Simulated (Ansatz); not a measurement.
Two G0W0 runs on SiO2 (P3_221).

```yaml
crystal:
  lattice:
    - [4.91636, 0.00000, 0.00000]
    - [-2.45818, 4.25769, 0.00000]
    - [0.00000, 0.00000, 5.40840]
  atoms:
    - { symbol: Si, position: [0.46973, 0.00000, 0.66667] }
    - { symbol: Si, position: [0.00000, 0.46973, 0.33333] }
    - { symbol: Si, position: [0.53027, 0.53027, 0.00000] }
    - { symbol: O, position: [0.41354, 0.26758, 0.78558] }
    - { symbol: O, position: [0.73242, 0.14596, 0.45225] }
    - { symbol: O, position: [0.85404, 0.58646, 0.11891] }
    - { symbol: O, position: [0.26758, 0.41354, 0.21442] }
    - { symbol: O, position: [0.14596, 0.73242, 0.54775] }
    - { symbol: O, position: [0.58646, 0.85404, 0.88109] }
```

The cell and positions come from the Crystallography Open Database and are kept as given unless a step says otherwise.

The first (Ansatz 0.2.0; start PBE with 20 % exact exchange, 6×6×2 mesh, 472 empty bands, screening to 150 eV, PAW set soft_1 files; 1 × NVIDIA H100 80GB HBM3 (shared by 6 runs) with 3 threads of AMD EPYC 7R13 (Zen 3), shared host) gave, on its mesh: starting gap 8.07 eV, G0W0 gap 9.75 eV, RPA ε∞ (mean) 2.11, 2.2 min.

Question: The second changes start from PBE with 20 % exact exchange to PBE with 90 % exact exchange. What does it give?

It gave: starting gap 15.58 eV, G0W0 gap 11.70 eV, RPA ε∞ (mean) 1.67, 2 min. The G0W0 gap moves by +1.95 eV, +7.51 eV from the start and −5.56 eV from the correction. Σc changes by −1.18 eV at the valence top and +0.71 eV at the conduction bottom, and Σx − Vxc between them by −7.45 eV.

Limits: not at the basis limit; coarse k mesh.

[Paths, hosts, dates, memory and timing lines, banners, echoed tables and standing remarks are left out of the program output.]

[Logs are printed without paths, hosts, clocks, repeated set-up lines and the standing remarks that a program may print on its own settings, such as how far it seeks lower states.]

[Runs of the session that timed out or met a known fault of the program may be left out.]

[Cells called generated may have been cut or substituted from an entry of the Crystallography Open Database or the Materials Project.]

[Hosts, paths, dates, database ids (printed as entryN), source tags and the programs' standing remarks are cut or masked in the printed files.]
